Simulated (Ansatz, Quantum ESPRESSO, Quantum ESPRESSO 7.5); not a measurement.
**F-SiSi-F chair, 1 layer: biaxial strain by an ASE script**

Wanted: deformation of the bands of F-SiSi-F chair, 1 layer, driven from Python.

Calculated with Quantum ESPRESSO 7.5; plane-wave DFT, PBE, GBRV ultrasoft pseudopotentials (geometry by Ansatz 0.2.0 with PAW datasets; geometry under PBE).

Report form: the programs' logs are mostly left out.

### Step 1. The structure

The cell holds 4 atoms: 2 F and 2 Si. Its edges and angles: a = 3.663 Å, b = 3.663 Å, c = 19.100 Å, α = 90.0°, β = 90.0°, γ = 120.0°. Vacuum lies along c.

Coordinates:

```cif
data_structure
_symmetry_space_group_name_H-M 'P 1'
_symmetry_Int_Tables_number 1
_cell_length_a 3.6630
_cell_length_b 3.6630
_cell_length_c 19.1000
_cell_angle_alpha 90.000
_cell_angle_beta 90.000
_cell_angle_gamma 120.000
_cell_volume 221.94
loop_
_atom_site_label
_atom_site_type_symbol
_atom_site_fract_x
_atom_site_fract_y
_atom_site_fract_z
_atom_site_occupancy
F1 F 0.66667 0.33333 0.39267 1
Si2 Si 0.66667 0.33333 0.48063 1
Si3 Si 0.33333 0.66667 0.51937 1
F4 F 0.33333 0.66667 0.60733 1
```

This sheet is a model structure: its symmetry is held, and its stability is not tested here.

### Step 2. Relaxation with Ansatz

The geometry comes first, from a plane-wave PAW code, so that the later runs on this slab share one structure.

input.yaml

```yaml
crystal:
  lattice:
    - [3.663, 0.0, 0.0]
    - [-1.8315, 3.1722510541, 0.0]
    - [0.0, 0.0, 19.1]
  atoms:
    - { symbol: F, position: [0.6666666667, 0.3333333333, 0.3926701571] }
    - { symbol: Si, position: [0.6666666667, 0.3333333333, 0.4806282723] }
    - { symbol: Si, position: [0.3333333333, 0.6666666667, 0.5193717277] }
    - { symbol: F, position: [0.3333333333, 0.6666666667, 0.6073298429] }
kpoints:
  mp_grid: { grid: [12, 12, 1] }
hamiltonian:
  xc: pbe
scf:
  occupations: { method: fermi_dirac, width: 0.05 }
  convergence: { dr2_threshold: 1.0e-08 }
efield:
  axis: 3
  dipole_correction: true
  ramp_position: 0.97
  ramp_width: 0.04
relax:
  f_tol: 0.01
  cell: { fix: [c, alpha, beta] }
output:
  write_potential: true
  write_density: true
  volumetric_format: npy
```

On the command line:

```sh
$ ansatz run input.yaml --threads 2 --pin off --max-ram 4096MiB --backend cpu --events-out ev --progress --plain --runs-dir out
```

Elapsed: 23 s, on 2 threads of Intel Xeon Platinum 8375C at 2.90GHz (Ice Lake), shared host; peak memory 0.51 GiB.

Step by step:

| step | energy less that of the first step (eV) | largest force component (eV/Å) | pressure (GPa) | volume (Å³) |
| --- | --- | --- | --- | --- |
| 1 | 0.0000 | 2.1701 | 1.67 | 221.94 |
| 2 | -0.3459 | 1.2774 | 0.28 | 243.64 |
| 3 | -0.4075 | 0.2592 | -0.21 | 252.03 |
| 4 | -0.4084 | 0.0903 | 0.01 | 253.47 |
| 5 | -0.4096 | 0.0023 | -0.05 | 252.85 |
| 6* | -0.4719 | 0.0095 | 0.34 | 252.85 |
| 7 | -0.4781 | 0.0366 | 0.15 | 257.37 |
| 8 | -0.4770 | 0.0031 | -0.02 | 260.43 |
| 9* | -0.4832 | 0.0019 | -0.01 | 260.43 |

Relaxation steps marked * repeat the geometry before them on a plane-wave basis chosen anew for their cell, so energy and pressure can jump there.

| cell as run | before | after | change |
| --- | --- | --- | --- |
| a (Å) | 3.663 | 3.968 | +8.3 % |
| b (Å) | 3.663 | 3.968 | +8.3 % |

The atoms that moved most (Å, along periodic axes as changes of fractional coordinates times the final cell, across vacuum about the mean position):

| atom | dx | dy | dz | length |
| --- | --- | --- | --- | --- |
| F4 | 0.000 | 0.000 | -0.072 | 0.072 |
| F1 | 0.000 | 0.000 | 0.072 | 0.072 |
| Si2 | 0.000 | 0.000 | 0.020 | 0.020 |
| Si3 | 0.000 | 0.000 | -0.020 | 0.020 |

The relaxed structure:

```cif
data_structure
_symmetry_space_group_name_H-M 'P 1'
_symmetry_Int_Tables_number 1
_cell_length_a 3.9679
_cell_length_b 3.9679
_cell_length_c 19.1000
_cell_angle_alpha 90.000
_cell_angle_beta 90.000
_cell_angle_gamma 120.000
_cell_volume 260.43
loop_
_atom_site_label
_atom_site_type_symbol
_atom_site_fract_x
_atom_site_fract_y
_atom_site_fract_z
_atom_site_occupancy
F1 F 0.66667 0.33333 0.39645 1
Si2 Si 0.66667 0.33333 0.48167 1
Si3 Si 0.33333 0.66667 0.51833 1
F4 F 0.33333 0.66667 0.60355 1
```

Numbers from this step:

```
free energy                                                      : -2889.5970 eV
Fermi energy                                                     : -3.389 eV
gap by band count                                                : 0.6842 eV
symmetry operations                                              : 6
dipole along the normal                                          : 4.73e-6 e·Å
vacuum level at the upper face over a Fermi level inside the gap : 6.075 eV
vacuum level at the lower face over a Fermi level inside the gap : 6.075 eV
```

### Step 3. Running the series

Under ESM bc1 levels count from the vacuum, or from the mean of the two vacuum levels where the sheet has a dipole, so band edges at unlike strains can be compared.

Level of this step: plane-wave DFT, PBE, GBRV ultrasoft pseudopotentials (Quantum ESPRESSO 7.5).

run.py

```python
import json
import numpy as np
from ase import Atoms
from ase.calculators.espresso import Espresso, EspressoProfile

profile = EspressoProfile(command='mpirun -n 2 pw.x -nk 2', pseudo_dir='../pseudo')
pseudopotentials = {'F': 'f_pbe_v1.4.uspp.F.UPF', 'Si': 'si_pbe_v1.uspp.F.UPF'}
system = {'ecutwfc': 40, 'ecutrho': 200, 'occupations': 'smearing', 'smearing': 'fd', 'degauss': 0.002}


def calculator(name, kpts, **extra):
    data = dict(control=dict(tprnfor=True, verbosity='high', disk_io='none'),
                system=system | extra,
                electrons=dict(conv_thr=1e-09, mixing_beta=0.4, mixing_mode='plain',
                               electron_maxstep=100))
    return Espresso(profile=profile, directory=name, pseudopotentials=pseudopotentials, kpts=kpts, input_data=data)


def centre(atoms):
    z = atoms.positions[:, 2]
    atoms.positions[:, 2] -= (z.max() + z.min()) / 2  # ESM wants the slab about z = 0
    return atoms

sheet = Atoms(
    ['F', 'Si', 'Si', 'F'],
    scaled_positions=[
        [0.6666666667, 0.3333333333, 0.3964549574],
        [0.6666666667, 0.3333333333, 0.4816684753],
        [0.3333333333, 0.6666666667, 0.5183315451],
        [0.3333333333, 0.6666666667, 0.6035450222]],
    cell=[
        [3.967906820290, 0.000000000000, 0.000000000000],
        [-1.983953410145, 3.436308106221, 0.000000000000],
        [0.000000000000, 0.000000000000, 19.100000000000]],
    pbc=True)

rows = []
for strain in [-0.03, -0.015, 0.0, 0.015, 0.03]:
    atoms = sheet.copy()
    atoms.set_cell(sheet.cell.array * [[1 + strain], [1 + strain], [1]], scale_atoms=True)
    atoms = centre(atoms)
    atoms.calc = calculator(f's{strain:+.3f}', (12, 12, 1), assume_isolated='esm', esm_bc='bc1', nbnd=15)
    energy = atoms.get_potential_energy()
    levels = np.array([atoms.calc.get_eigenvalues(kpt=i) for i in range(len(atoms.calc.get_ibz_k_points()))])
    top, bottom = levels[:, 10].max(), levels[:, 11].min()
    direct = (levels[:, 11] - levels[:, 10]).min()
    rows.append([strain, energy, top, bottom, direct])
    print(f'strain {strain:+.3f}: E = {energy:.5f} eV, valence top {top:.3f}, conduction bottom {bottom:.3f}, '
          f'gap {bottom - top:.3f}, least direct gap {direct:.3f} eV')

x, energy, top, bottom, direct = np.array(rows).T
area = np.linalg.norm(np.cross(*sheet.cell[:2]))
stiffness = np.polyfit(x, energy, 2)[0] / area * 16.0218  # C11 + C12, heights clamped
print(f'valence and conduction edges move by {np.polyfit(x, top, 1)[0]:.2f} and {np.polyfit(x, bottom, 1)[0]:.2f} eV per unit biaxial strain')
print(f'C11 + C12 with clamped heights: {stiffness:.1f} N/m')
json.dump(dict(rows=rows, stiffness=stiffness), open('result.json', 'w'))
```

On the command line:

```sh
$ OMP_NUM_THREADS=1 python run.py
```

Wall time 5.1 min (2 MPI ranks); peak memory 0.55 GiB; 10 min of CPU time.

Read from the output:

| Item | Value |
| --- | --- |
| biaxial stiffness | 71.16 N/m |

Band edge from the vacuum level against biaxial strain:

| biaxial strain (%) | valence top (eV) | conduction bottom (eV) |
| --- | --- | --- |
| -3.00 | -6.54 | -6.01 |
| -1.50 | -6.52 | -5.90 |
| 0.00 | -6.50 | -5.81 |
| 1.50 | -6.48 | -5.74 |
| 3.00 | -6.45 | -5.68 |

Table of gap by biaxial strain:

| biaxial strain (%) | on the mesh (eV) | least direct (eV) |
| --- | --- | --- |
| -3.00 | 0.530 | 0.530 |
| -1.50 | 0.618 | 0.618 |
| 0.00 | 0.688 | 0.688 |
| 1.50 | 0.736 | 0.736 |
| 3.00 | 0.761 | 0.761 |

Table of energy over the lowest by biaxial strain:

| biaxial strain (%) | energy over the lowest (meV) |
| --- | --- |
| -3.00 | 57.8 |
| -1.50 | 13.3 |
| 0.00 | 0 |
| 1.50 | 13.9 |
| 3.00 | 51.2 |

### Step 4. The script: LDA, GBRV ultrasoft

Level of this step: plane-wave DFT, LDA, GBRV ultrasoft pseudopotentials (Quantum ESPRESSO 7.5).

run.py is the input of step 3 with these lines changed:

```diff
@@ -6,3 +6,3 @@
 profile = EspressoProfile(command='mpirun -n 2 pw.x -nk 2', pseudo_dir='../pseudo')
-pseudopotentials = {'F': 'f_pbe_v1.4.uspp.F.UPF', 'Si': 'si_pbe_v1.uspp.F.UPF'}
+pseudopotentials = {'F': 'f_lda_v1.4.uspp.F.UPF', 'Si': 'si_lda_v1.uspp.F.UPF'}
 system = {'ecutwfc': 40, 'ecutrho': 200, 'occupations': 'smearing', 'smearing': 'fd', 'degauss': 0.002}
```

On the command line:

```sh
$ OMP_NUM_THREADS=1 python run.py
```

It took 4.7 min on 2 MPI ranks; peak memory 0.55 GiB.

Numbers from this step:

```
biaxial stiffness : 65.80 N/m
```

The band edge from the vacuum level by biaxial strain:

| biaxial strain (%) | valence top (eV) | conduction bottom (eV) |
| --- | --- | --- |
| -3.00 | -6.72 | -6.36 |
| -1.50 | -6.70 | -6.25 |
| 0.00 | -6.68 | -6.15 |
| 1.50 | -6.65 | -6.07 |
| 3.00 | -6.62 | -6.01 |

The gap by biaxial strain:

| biaxial strain (%) | on the mesh (eV) | least direct (eV) |
| --- | --- | --- |
| -3.00 | 0.363 | 0.363 |
| -1.50 | 0.454 | 0.454 |
| 0.00 | 0.527 | 0.527 |
| 1.50 | 0.582 | 0.582 |
| 3.00 | 0.613 | 0.613 |

The energy over the lowest by biaxial strain:

| biaxial strain (%) | energy over the lowest (meV) |
| --- | --- |
| -3.00 | 11.9 |
| -1.50 | 0 |
| 0.00 | 17.0 |
| 1.50 | 59.1 |
| 3.00 | 123 |

### Step 5. The arithmetic

Under equal strain ε in the plane, E = A (C11 + C12) ε². From the points at ±1.5 %: d²E/dε² = (13.34 + 13.89 − 2 × 0.00) meV / 0.015² = 121 eV, and 121/(2 × 13.635 Å²) × 16.02 = 71 N/m.

### Step 6. What came out

```yaml
c11_c12_heights_clamped_pbe_gbrv_ultrasoft: 71 N/m
gap_on_the_mesh_at_zero_strain_pbe_gbrv_ultrasoft: 0.69 eV
valence_top_below_the_vacuum_at_zero_strain_pbe_gbrv_ultrasoft: 6.50 eV
shift_of_the_valence_top_per_unit_biaxial_strain_pbe_gbrv_ultrasoft: 1.5 eV
shift_of_the_conduction_bottom_per_unit_biaxial_strain_pbe_gbrv_ultrasoft: 5.4 eV
c11_c12_heights_clamped_lda_gbrv_ultrasoft: 66 N/m
gap_on_the_mesh_at_zero_strain_lda_gbrv_ultrasoft: 0.53 eV
valence_top_below_the_vacuum_at_zero_strain_lda_gbrv_ultrasoft: 6.68 eV
shift_of_the_valence_top_per_unit_biaxial_strain_lda_gbrv_ultrasoft: 1.6 eV
shift_of_the_conduction_bottom_per_unit_biaxial_strain_lda_gbrv_ultrasoft: 5.8 eV
```

The sheet's biaxial stiffness comes to 71 N/m and its gap at zero strain to 0.69 eV (PBE, GBRV ultrasoft). From −3 % to +3 % the gap on the mesh goes from 0.53 to 0.76 eV; it is direct at every strain. Heights are clamped under strain, which makes a sheet with several atomic planes too stiff. Zero strain is the PBE cell; under LDA the energy is lowest near -1.7 %, so its stiffness is taken away from its own minimum. Semilocal gaps are too small.

[Logs are printed without paths, hosts, clocks, repeated set-up lines and the standing remarks that a program may print on its own settings, such as how far it seeks lower states.]

[Hosts, paths, dates, database ids (printed as entryN), source tags and the programs' standing remarks are cut or masked in the printed files.]

[Maps of the electrostatic potential energy from Ansatz leave out the sawtooth potential of an applied field or a dipole correction, so their vacuum need not be flat; planar profiles and work functions include it.]
